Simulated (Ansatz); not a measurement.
# Ba on Zr(0001): change of the work function

Aim: the work function of Zr(0001) at several coverages of Ba (fcc site), and the dipole that each adsorbate carries.

Program: Ansatz 0.2.0. Level of theory: plane-wave DFT, PBE, Ansatz PAW. Values are calculated unless marked as measured.

### 1. The system as given

The cell holds 4 atoms: 4 Zr. Cell: a = 3.230 Å, b = 3.230 Å, c = 25.718 Å, α = 90.0°, β = 90.0°, γ = 60.0°. Vacuum lies along c.

### 2. The clean slab

The bare slab comes first, as the zero from which every change is counted. The two lowest layers are held at bulk places and the upper ones relax. The dipole correction removes the false field that a one-sided slab makes across the periodic vacuum, so each face gets a flat vacuum level of its own.

The input, input.yaml:

```yaml
crystal:
  lattice:
    - [3.23, 0.0, 0.0]
    - [1.615, 2.7972620542, 0.0]
    - [0.0, 0.0, 25.718085]
  atoms:
    - { symbol: Zr, position: [0.6666666667, 0.6666666667, 0.3499482951] }
    - { symbol: Zr, position: [0.0, 0.0, 0.449982765] }
    - { symbol: Zr, position: [0.6666666667, 0.6666666667, 0.550017235] }
    - { symbol: Zr, position: [0.0, 0.0, 0.6500517049] }
kpoints:
  mp_grid: { grid: [12, 12, 1] }
hamiltonian:
  xc: pbe
scf:
  occupations: { method: fermi_dirac, width: 0.1 }
  convergence: { dr2_threshold: 1.0e-08 }
efield:
  axis: 3
  dipole_correction: true
  ramp_position: 0.97
  ramp_width: 0.06
relax:
  f_tol: 0.02
  max_steps: 60
  constraints: [{ sites: [0, 1] }]
output:
  write_potential: true
  write_density: true
  volumetric_format: npy
```

Command:

```bash
$ ansatz run input.yaml --threads 4 --pin off --max-ram 16384MiB --backend cpu --events-out ev --progress --plain --runs-dir out
```

The log of the run:

```text
Engine: ansatz 0.2.0, aarch64-unknown-linux-gnu
Pseudopotentials: kind: paw
Pseudopotential: Zr, paw, valence charge 12, recommended cutoff 420 eV (normal), Zr.paw.azcp
Functional definition: PBE
  parameter kappa = 0.804
  parameter beta = 0.066725
  exchange = pbe_x(kappa = kappa, mu = beta*pi^2/3)
  correlation = pbe_c(beta = beta)
Crystal: 4 atoms, lattice volume = 232.367 Å³
Basis set: ecut = 420 eV, 4609 PW (Γ), exchange–correlation on 48×48×360 points (8 copies of the dense FFT grid, shifted against one another)
Bands: 29, of which v1, the nominal top of the filled ones, is band 24 counted from 1 (23 counted from 0)
Symmetry: 6 space group operations
k-points: 19 of 144 (time reversal used)
Non-local potential: Zr, projectors of the file, l = 0: 3, l = 1: 2, l = 2: 2, l = 3: 2
PAW form: soft (Blöchl's): semilocal exchange-correlation on the pseudo side does not see the compensation charge
PAW one-centre angular grid: Zr, 590 points (default); XC on 64 Gauss nodes
Initial density: superposition of atomic densities (neutral atoms: chi_scale 0, normalization atom), corrected by the library's trained network
Initial wavefunctions: pseudopotential atomic-orbital guess
Functional: x = pbe(κ = 0.804, μ = 0.219515), c = pbe(β = 0.066725)
SCF iter   1: F=—  HF=-16733.557492 eV  |F-HF|=—  |Δ(HF+E_count)|=         —  Δρ=4.44e-3  dr2=5.33e-1  ethr=1.77e-3  p=-0.000 e·Å  D=-3.08e-14 V/Å  ΔV_dip=0.00 eV  dr2_dipole=1.07e-7  V_vac-E_F(+/−)=4.13/4.13 eV  ⟨swp⟩=5.6  Hψ=5350  notcnv=0
efield: sawtooth ramp at fractional position 0.9700 (set: `efield.ramp_position`, or a place that a band, a saddle search or an elastic batch's reference lends), width 0.0600; the density the first Hamiltonian is built on has a dipole p = -0.000 e·Å; the dipole correction subtracts the counter field D = -3.08e-14 V/Å, which shifts the + side's vacuum level by +0.00 eV against the − side's; the planar-averaged density in the ramp window peaks in size at 2.6e-5 e/Å³
automatic band count: the SCF goes on with 34 bands, as 29 were too few: the levels above may hold too much charge
preconditioner: auto → LDOS  [metal: Δε(μ)=0.039 eV  Ē_g=3.166 eV  σ=0.100 eV  W_gap=0.10  n_scr=16 (ndim 8)  ℏωp=9.7 eV  f_vac=0.521  D(μ)=7.16/eV (n_scr^D=48)  β→1.0]
SCF iter   2: F=—  HF=-16733.547518 eV  |F-HF|=—  |Δ(HF+E_count)|=   9.97e-3  Δρ=1.07e-3  dr2=7.25e-3  ethr=1.11e-3  p=0.000 e·Å  D=1.44e-5 V/Å  ΔV_dip=-0.00 eV  dr2_dipole=5.05e-9  V_vac-E_F(+/−)=4.15/4.15 eV  ⟨swp⟩=1.6  Hψ=814  notcnv=0
SCF iter   3: F=—  HF=-16733.548011 eV  |F-HF|=—  |Δ(HF+E_count)|=   4.93e-4  Δρ=4.15e-4  dr2=2.47e-3  ethr=1.51e-5  p=0.000 e·Å  D=3.77e-6 V/Å  ΔV_dip=-0.00 eV  dr2_dipole=2.22e-8  V_vac-E_F(+/−)=4.17/4.17 eV  ⟨swp⟩=2.7  Hψ=1033  notcnv=0
SCF iter   4: F=—  HF=-16733.548012 eV  |F-HF|=—  |Δ(HF+E_count)|=   1.52e-6  Δρ=1.52e-4  dr2=1.70e-4  ethr=5.15e-6  p=0.000 e·Å  D=2.33e-6 V/Å  ΔV_dip=-0.00 eV  dr2_dipole=5.95e-9  V_vac-E_F(+/−)=4.17/4.17 eV  ⟨swp⟩=1.5  Hψ=817  notcnv=0
SCF iter   5: F=—  HF=-16733.548028 eV  |F-HF|=—  |Δ(HF+E_count)|=   1.60e-5  Δρ=4.96e-5  dr2=8.65e-6  ethr=3.55e-7  p=0.000 e·Å  D=5.99e-7 V/Å  ΔV_dip=-0.00 eV  dr2_dipole=1.25e-10  V_vac-E_F(+/−)=4.18/4.18 eV  ⟨swp⟩=2.2  Hψ=881  notcnv=0
SCF iter   6: F=—  HF=-16733.547888 eV  |F-HF|=—  |Δ(HF+E_count)|=   1.41e-4  Δρ=1.68e-5  dr2=1.31e-6  ethr=1.80e-8  p=0.000 e·Å  D=4.17e-7 V/Å  ΔV_dip=-0.00 eV  dr2_dipole=6.41e-11  V_vac-E_F(+/−)=4.18/4.18 eV  ⟨swp⟩=2.1  Hψ=956  notcnv=0
SCF iter   7: F=—  HF=-16733.547888 eV  |F-HF|=—  |Δ(HF+E_count)|=   6.91e-7  Δρ=5.91e-6  dr2=1.27e-7  ethr=2.73e-9  p=0.000 e·Å  D=1.54e-7 V/Å  ΔV_dip=-0.00 eV  dr2_dipole=2.77e-11  V_vac-E_F(+/−)=4.18/4.18 eV  ⟨swp⟩=2.0  Hψ=906  notcnv=0
SCF iter   8: F=-16733.547888 eV  HF=-16733.547888 eV  |F-HF|=4.81e-8  |Δ(HF+E_count)|=   6.78e-8  Δρ=1.61e-6  dr2=6.81e-9  ethr=2.08e-11  p=0.000 e·Å  D=8.39e-8 V/Å  ΔV_dip=-0.00 eV  dr2_dipole=3.85e-12  V_vac-E_F(+/−)=4.18/4.18 eV  ⟨swp⟩=7.9  Hψ=4633  notcnv=0
SCF 1 converged in 8 iterations: F = -16733.547888 eV  dr2 = 6.81e-9
  greatest PAW one-centre occupation: 0.996 electrons in one spin orbital (limit 2), on the Zr atom at site 0 (counted from 0), in its partial waves of l = 0
relax step   1: F+E_penalty+E_count = -16733.54788850 eV  Δ(F+E_penalty+E_count) = +0.000e0 eV  max|allowed force component| = 6.086e-1 eV/Å  Δτ_max = 0.0000 Å  (8 SCF iters, accepted)
Bands: 34, of which v1, the nominal top of the filled ones, is band 24 counted from 1 (23 counted from 0)
Initial density: handed on by an earlier stage of this run
Initial wavefunctions: those handed on with the density
SCF iter   1: F=—  HF=-16733.682250 eV  |F-HF|=—  |Δ(HF+E_count)|=         —  Δρ=8.16e-3  dr2=2.95e0  ethr=3.10e-3  p=0.000 e·Å  D=2.63e-8 V/Å  ΔV_dip=-0.00 eV  dr2_dipole=4.96e-1  V_vac-E_F(+/−)=4.17/4.17 eV  ⟨swp⟩=3.9  Hψ=1617  notcnv=1
efield: sawtooth ramp at fractional position 0.9700 (set: `efield.ramp_position`, or a place that a band, a saddle search or an elastic batch's reference lends), width 0.0600; the density the first Hamiltonian is built on has a dipole p = 0.000 e·Å; the dipole correction subtracts the counter field D = 2.63e-8 V/Å, which shifts the + side's vacuum level by -0.00 eV against the − side's; the planar-averaged density in the ramp window peaks in size at 6.6e-7 e/Å³
preconditioner: auto → LDOS  [metal: Δε(μ)=0.013 eV  Ē_g=3.209 eV  σ=0.100 eV  W_gap=0.03  n_scr=16 (ndim 8)  ℏωp=9.7 eV  f_vac=0.523  D(μ)=6.61/eV (n_scr^D=36)  β→1.0]
SCF iter   2: F=—  HF=-16733.583618 eV  |F-HF|=—  |Δ(HF+E_count)|=   9.86e-2  Δρ=3.85e-3  dr2=1.51e-1  ethr=3.10e-3  p=0.006 e·Å  D=4.52e-3 V/Å  ΔV_dip=-0.12 eV  dr2_dipole=7.53e-3  V_vac-E_F(+/−)=4.08/4.19 eV  ⟨swp⟩=2.1  Hψ=1007  notcnv=0
SCF iter   3: F=—  HF=-16733.575182 eV  |F-HF|=—  |Δ(HF+E_count)|=   8.44e-3  Δρ=1.72e-3  dr2=3.30e-2  ethr=3.14e-4  p=0.002 e·Å  D=1.91e-3 V/Å  ΔV_dip=-0.05 eV  dr2_dipole=1.60e-3  V_vac-E_F(+/−)=4.14/4.19 eV  ⟨swp⟩=2.1  Hψ=1085  notcnv=0
SCF iter   4: F=—  HF=-16733.570450 eV  |F-HF|=—  |Δ(HF+E_count)|=   4.73e-3  Δρ=3.20e-4  dr2=1.62e-3  ethr=6.87e-5  p=0.003 e·Å  D=2.32e-3 V/Å  ΔV_dip=-0.06 eV  dr2_dipole=6.30e-4  V_vac-E_F(+/−)=4.12/4.18 eV  ⟨swp⟩=2.2  Hψ=884  notcnv=0
SCF iter   5: F=—  HF=-16733.570491 eV  |F-HF|=—  |Δ(HF+E_count)|=   4.15e-5  Δρ=8.70e-5  dr2=4.19e-5  ethr=3.38e-6  p=0.003 e·Å  D=2.22e-3 V/Å  ΔV_dip=-0.06 eV  dr2_dipole=8.73e-12  V_vac-E_F(+/−)=4.13/4.18 eV  ⟨swp⟩=1.8  Hψ=842  notcnv=0
[...]
SCF iter   2: F=—  HF=-16733.588226 eV  |F-HF|=—  |Δ(HF+E_count)|=   1.75e-2  Δρ=1.52e-3  dr2=1.85e-2  ethr=1.00e-3  p=0.000 e·Å  D=1.96e-4 V/Å  ΔV_dip=-0.01 eV  dr2_dipole=1.41e-3  V_vac-E_F(+/−)=4.18/4.18 eV  ⟨swp⟩=2.1  Hψ=746  notcnv=0
SCF iter   3: F=—  HF=-16733.587671 eV  |F-HF|=—  |Δ(HF+E_count)|=   5.55e-4  Δρ=9.07e-4  dr2=7.70e-3  ethr=3.86e-5  p=0.002 e·Å  D=1.21e-3 V/Å  ΔV_dip=-0.03 eV  dr2_dipole=1.55e-4  V_vac-E_F(+/−)=4.15/4.18 eV  ⟨swp⟩=2.0  Hψ=1095  notcnv=0
SCF iter   4: F=—  HF=-16733.586446 eV  |F-HF|=—  |Δ(HF+E_count)|=   1.23e-3  Δρ=2.74e-4  dr2=8.39e-4  ethr=1.60e-5  p=0.001 e·Å  D=8.17e-4 V/Å  ΔV_dip=-0.02 eV  dr2_dipole=2.72e-5  V_vac-E_F(+/−)=4.16/4.18 eV  ⟨swp⟩=2.4  Hψ=905  notcnv=0
SCF iter   5: F=—  HF=-16733.586352 eV  |F-HF|=—  |Δ(HF+E_count)|=   9.43e-5  Δρ=8.20e-5  dr2=6.18e-5  ethr=1.75e-6  p=0.001 e·Å  D=5.20e-4 V/Å  ΔV_dip=-0.01 eV  dr2_dipole=1.67e-7  V_vac-E_F(+/−)=4.17/4.18 eV  ⟨swp⟩=2.2  Hψ=858  notcnv=0
SCF iter   6: F=—  HF=-16733.586339 eV  |F-HF|=—  |Δ(HF+E_count)|=   1.30e-5  Δρ=1.74e-5  dr2=2.75e-6  ethr=1.29e-7  p=0.001 e·Å  D=4.48e-4 V/Å  ΔV_dip=-0.01 eV  dr2_dipole=4.52e-8  V_vac-E_F(+/−)=4.17/4.18 eV  ⟨swp⟩=2.4  Hψ=943  notcnv=0
SCF iter   7: F=—  HF=-16733.586204 eV  |F-HF|=—  |Δ(HF+E_count)|=   1.35e-4  Δρ=3.61e-6  dr2=7.09e-8  ethr=5.73e-9  p=0.001 e·Å  D=4.12e-4 V/Å  ΔV_dip=-0.01 eV  dr2_dipole=1.38e-8  V_vac-E_F(+/−)=4.17/4.18 eV  ⟨swp⟩=2.2  Hψ=939  notcnv=0
SCF iter   8: F=-16733.586204 eV  HF=-16733.586204 eV  |F-HF|=4.09e-9  |Δ(HF+E_count)|=   3.16e-8  Δρ=1.22e-6  dr2=9.28e-9  ethr=2.08e-11  p=0.001 e·Å  D=4.07e-4 V/Å  ΔV_dip=-0.01 eV  dr2_dipole=1.17e-9  V_vac-E_F(+/−)=4.17/4.18 eV  ⟨swp⟩=9.7  Hψ=4356  notcnv=0
SCF 3 converged in 8 iterations: F = -16733.586204 eV  dr2 = 9.28e-9
relax step   3: F+E_penalty+E_count = -16733.58620364 eV  Δ(F+E_penalty+E_count) = -1.585e-2 eV  max|allowed force component| = 5.321e-2 eV/Å  Δτ_max = 0.0631 Å  (8 SCF iters, accepted)
SCF iter   1: F=—  HF=-16733.587053 eV  |F-HF|=—  |Δ(HF+E_count)|=         —  Δρ=4.83e-4  dr2=5.16e-3  ethr=3.16e-4  p=0.001 e·Å  D=4.07e-4 V/Å  ΔV_dip=-0.01 eV  dr2_dipole=1.05e-5  V_vac-E_F(+/−)=4.17/4.18 eV  ⟨swp⟩=2.0  Hψ=1029  notcnv=0
efield: sawtooth ramp at fractional position 0.9700 (set: `efield.ramp_position`, or a place that a band, a saddle search or an elastic batch's reference lends), width 0.0600; the density the first Hamiltonian is built on has a dipole p = 0.001 e·Å; the dipole correction subtracts the counter field D = 4.07e-4 V/Å, which shifts the + side's vacuum level by -0.01 eV against the − side's; the planar-averaged density in the ramp window peaks in size at 5.7e-7 e/Å³
preconditioner: auto → LDOS  [metal: Δε(μ)=0.004 eV  Ē_g=3.183 eV  σ=0.100 eV  W_gap=0.01  n_scr=16 (ndim 8)  ℏωp=9.7 eV  f_vac=0.522  D(μ)=6.82/eV (n_scr^D=48)  β→1.0]
SCF iter   2: F=—  HF=-16733.586760 eV  |F-HF|=—  |Δ(HF+E_count)|=   2.92e-4  Δρ=2.72e-4  dr2=1.00e-3  ethr=1.08e-5  p=0.001 e·Å  D=9.51e-4 V/Å  ΔV_dip=-0.02 eV  dr2_dipole=2.26e-5  V_vac-E_F(+/−)=4.15/4.18 eV  ⟨swp⟩=2.1  Hψ=911  notcnv=0
SCF iter   3: F=—  HF=-16733.586702 eV  |F-HF|=—  |Δ(HF+E_count)|=   5.86e-5  Δρ=8.73e-5  dr2=6.36e-5  ethr=2.09e-6  p=0.001 e·Å  D=6.71e-4 V/Å  ΔV_dip=-0.02 eV  dr2_dipole=7.28e-7  V_vac-E_F(+/−)=4.16/4.18 eV  ⟨swp⟩=2.1  Hψ=839  notcnv=0
SCF iter   4: F=—  HF=-16733.586682 eV  |F-HF|=—  |Δ(HF+E_count)|=   1.96e-5  Δρ=2.43e-5  dr2=2.38e-6  ethr=1.32e-7  p=0.001 e·Å  D=6.62e-4 V/Å  ΔV_dip=-0.02 eV  dr2_dipole=5.94e-9  V_vac-E_F(+/−)=4.16/4.18 eV  ⟨swp⟩=2.1  Hψ=1056  notcnv=0
SCF iter   5: F=—  HF=-16733.586552 eV  |F-HF|=—  |Δ(HF+E_count)|=   1.30e-4  Δρ=6.36e-6  dr2=2.66e-7  ethr=4.97e-9  p=0.001 e·Å  D=6.28e-4 V/Å  ΔV_dip=-0.02 eV  dr2_dipole=1.02e-11  V_vac-E_F(+/−)=4.16/4.18 eV  ⟨swp⟩=2.1  Hψ=870  notcnv=0
SCF iter   6: F=—  HF=-16733.586552 eV  |F-HF|=—  |Δ(HF+E_count)|=   9.85e-8  Δρ=2.51e-6  dr2=6.71e-8  ethr=5.53e-10  p=0.001 e·Å  D=6.03e-4 V/Å  ΔV_dip=-0.02 eV  dr2_dipole=4.48e-9  V_vac-E_F(+/−)=4.16/4.18 eV  ⟨swp⟩=2.4  Hψ=942  notcnv=0
SCF iter   7: F=-16733.586552 eV  HF=-16733.586552 eV  |F-HF|=1.46e-9  |Δ(HF+E_count)|=   6.63e-9  Δρ=9.70e-7  dr2=6.97e-9  ethr=2.08e-11  p=0.001 e·Å  D=5.86e-4 V/Å  ΔV_dip=-0.02 eV  dr2_dipole=4.64e-10  V_vac-E_F(+/−)=4.16/4.18 eV  ⟨swp⟩=6.9  Hψ=4304  notcnv=0
SCF 4 converged in 7 iterations: F = -16733.586552 eV  dr2 = 6.97e-9
relax step   4: F+E_penalty+E_count = -16733.58655243 eV  Δ(F+E_penalty+E_count) = -3.488e-4 eV  max|allowed force component| = 8.148e-3 eV/Å  Δτ_max = 0.0117 Å  (7 SCF iters, accepted)
NSCF: frozen V_eff on 19 k-points
the band table was solved once a step of the walk had ended and its energy, with any forces and stress, was formed, with the checks that follow a solve (2926 applications of the Hamiltonian). They found nothing against the state; the energy, forces and stress were not computed again (output.eigenvalues in the input reference)
WARN: The input density's exchange-correlation potential varies sharply where the density is thin. Do not read a vacuum level from v_tot or v_xc, or from such a field of the output density. On a cell that repeats whose density bears no net charge and no dipole along the vacuum's axis use v_es (v_loc + v_h of the components); under efield.dipole_correction with no amplitude use v_es + v_field, which holds any external [...]
SCF converged after 7 iterations
Free energy (F): -16733.586552 eV
Harris-Foulkes:  -16733.586552 eV  (|F-HF|=1.46e-9)
Internal energy: -16733.365929 eV  (E = F + TS)
E sigma→0 (E₀):  -16733.476241 eV
Entropy (-TS):   -0.220623 eV (-55.156 meV/atom)
Fermi energy:    3.221640 eV
Dipole field:    D = 0.000559 V/Å  (p = 0.000718 e·Å, saw-weighted, corrected)
Work function:   Φ+ = 4.1653 eV   Φ− = 4.1797 eV
Levels:          The Fermi level and band energies are counted from a zero that moves with the ramp; work functions are not
--- Per-component energies (eV) ---
  E_band       = -903.791514
  E_kinetic    = 1326.002279
  E_local      = -39066.160198  (includes V_loc(G=0)·N_el)
  E_nonlocal   = 323.579393
  E_hartree    = 18796.930185
  E_xc         = -642.831300
  E_vxc        = -758.598660  (∫ρ·V_xc dr)
  E_paw        = -11816.668412  (= ΣΔE_a)
  E_vpaw       = -322.475559  (= ΣTr[D̂ρ^β])
  E_aug_tail   = 0.000098  (compensation charges beyond the density's cutoff)
  E_efield     = 0.000000  (sawtooth field / dipole correction)
  E_vefield    = -0.000443  (∫n·V_field dr)
  E_ewald      = 14345.782025
  E_smearing   = -0.220623  (= −TS)
  E_closure    = 0.000000  (closes the sum)
  Σ components = -16733.586552   (vs F -16733.586552, Δ=0.00e0)
--- Forces (eV/Å), atoms counted from 1 ---
  atom   1  Zr     0.00000000    -0.00000000     0.45026778
  atom   2  Zr    -0.00000000     0.00000000    -0.44766616
  atom   3  Zr     0.00000000    -0.00000000    -0.00814794
  atom   4  Zr     0.00000000     0.00000000     0.00554617
  max |Σ_I F_I| component: 1.43e-7 eV/Å
--- Band table (eV; the first three rows and the last of 19) ---
  k-point 0: bands = [... 20 lower, 2.9732, 3.2750, 3.7893, 3.8564, 3.9939, 3.9939, 4.0865, 4.0865, ... 6 higher]
  k-point 1: bands = [... 20 lower, 2.8778, 3.2564, 3.5627, 3.6203, 3.8534, 3.9788, 4.1411, 4.2093, ... 6 higher]
  k-point 2: bands = [... 20 lower, 2.5727, 2.9194, 3.0801, 3.3553, 3.5026, 3.6525, 4.0458, 4.2786, ... 6 higher]
  k-point 18: bands = [... 20 lower, 2.1808, 2.4031, 2.4729, 3.2680, 3.2803, 3.3333, 3.3858, 3.4952, ... 6 higher]
--- Relaxed structure (4 steps of the walk, 4 accepted, 0 SCFs on fresh bases) ---
  F+E_penalty+E_count = -16733.58655243 eV   max|allowed force component| = 8.148e-3 eV/Å
  atoms:
    - { symbol: Zr, position: [0.666667, 0.666667, 0.3499482951] }
    - { symbol: Zr, position: [0.0, 0.0, 0.449982765] }
    - { symbol: Zr, position: [0.666667, 0.666667, 0.553889] }
    - { symbol: Zr, position: [-1.312545e-18, -4.428137e-19, 0.648750] }
```

It took 14 s on 4 threads of Arm Neoverse V1, shared host; peak memory 0.57 GiB; 53 s of CPU time.

Step by step:

```csv
step,energy less that of the first step (eV),largest force component (eV/Å)
1,0.0000,0.6086
2,-0.0225,0.4689
3,-0.0383,0.0532
4,-0.0387,0.0081
```

Forces are held to the 6 operations that the program found; a distortion that breaks them can't arise in this run.

The atoms that moved most (Å):

```csv
atom,dx,dy,dz,length
Zr3,0.000,0.000,0.100,0.100
Zr4,0.000,0.000,-0.033,0.033
```

The relaxed structure:

```cif
data_structure
_symmetry_space_group_name_H-M 'P 1'
_symmetry_Int_Tables_number 1
_cell_length_a 3.2300
_cell_length_b 3.2300
_cell_length_c 25.7181
_cell_angle_alpha 90.000
_cell_angle_beta 90.000
_cell_angle_gamma 60.000
_cell_volume 232.37
loop_
_atom_site_label
_atom_site_type_symbol
_atom_site_fract_x
_atom_site_fract_y
_atom_site_fract_z
_atom_site_occupancy
Zr1 Zr 0.66667 0.66667 0.34995 1
Zr2 Zr 0.00000 0.00000 0.44998 1
Zr3 Zr 0.66667 0.66667 0.55389 1
Zr4 Zr 0.00000 0.00000 0.64875 1
```

Numbers from this step:

```
energy at zero smearing   : -16733.4762 eV
work function, upper face : 4.165 eV
dipole along the normal   : 7.18e-4 e·Å
```

Running mean over 2.573 Å of the planar mean; the ramp of the sawtooth is left out. Table of electron's electrostatic potential energy less the Fermi level by z:

```
z (Å)  electron's electrostatic potential energy less the Fermi level (eV)
  3.5                                                                 4.18
  4.0                                                                 4.18
  4.5                                                                 4.17
  5.0                                                                 4.15
  5.5                                                                 4.09
  6.0                                                                 3.92
  6.5                                                                 3.43
  7.0                                                                 2.15
  7.5                                                                -1.01
  8.0                                                                -5.14
  8.5                                                                -7.74
  9.0                                                                -8.45
  9.5                                                                -8.43
 10.0                                                                -8.32
 10.5                                                                -8.28
 11.0                                                                -8.29
 11.5                                                                -8.29
 12.0                                                                -8.16
 12.5                                                                -7.78
 13.0                                                                -7.60
 13.5                                                                -7.92
 14.0                                                                -8.25
 14.5                                                                -8.50
 15.0                                                                -9.02
 15.5                                                                -9.34
 16.0                                                                -9.04
 16.5                                                                -8.65
 17.0                                                                -8.19
 17.5                                                                -6.36
 18.0                                                                -2.56
 18.5                                                                 1.19
 19.0                                                                 3.09
 19.5                                                                 3.78
 20.0                                                                 4.03
 20.5                                                                 4.12
 21.0                                                                 4.15
 21.5                                                                 4.16
 22.0                                                                 4.16
 22.5                                                                 4.16
```

The relaxation took 4 steps and lowered the energy by 0.039 eV; the largest force on the free atoms ends at 0.0081 eV/Å.

The work function of the upper face is 4.17 eV.

(Part 1 of 3 ends here.)

[Long decimals in the printed logs are rounded to 6 places.]

[Logs are printed without paths, hosts, clocks, repeated set-up lines and the standing remarks that a program may print on its own settings, such as how far it seeks lower states.]

[Hosts, paths, dates, database ids (printed as entryN), source tags and the programs' standing remarks are cut or masked in the printed files.]

[Maps of the electrostatic potential energy from Ansatz leave out the sawtooth potential of an applied field or a dipole correction, so their vacuum need not be flat; planar profiles and work functions include it.]
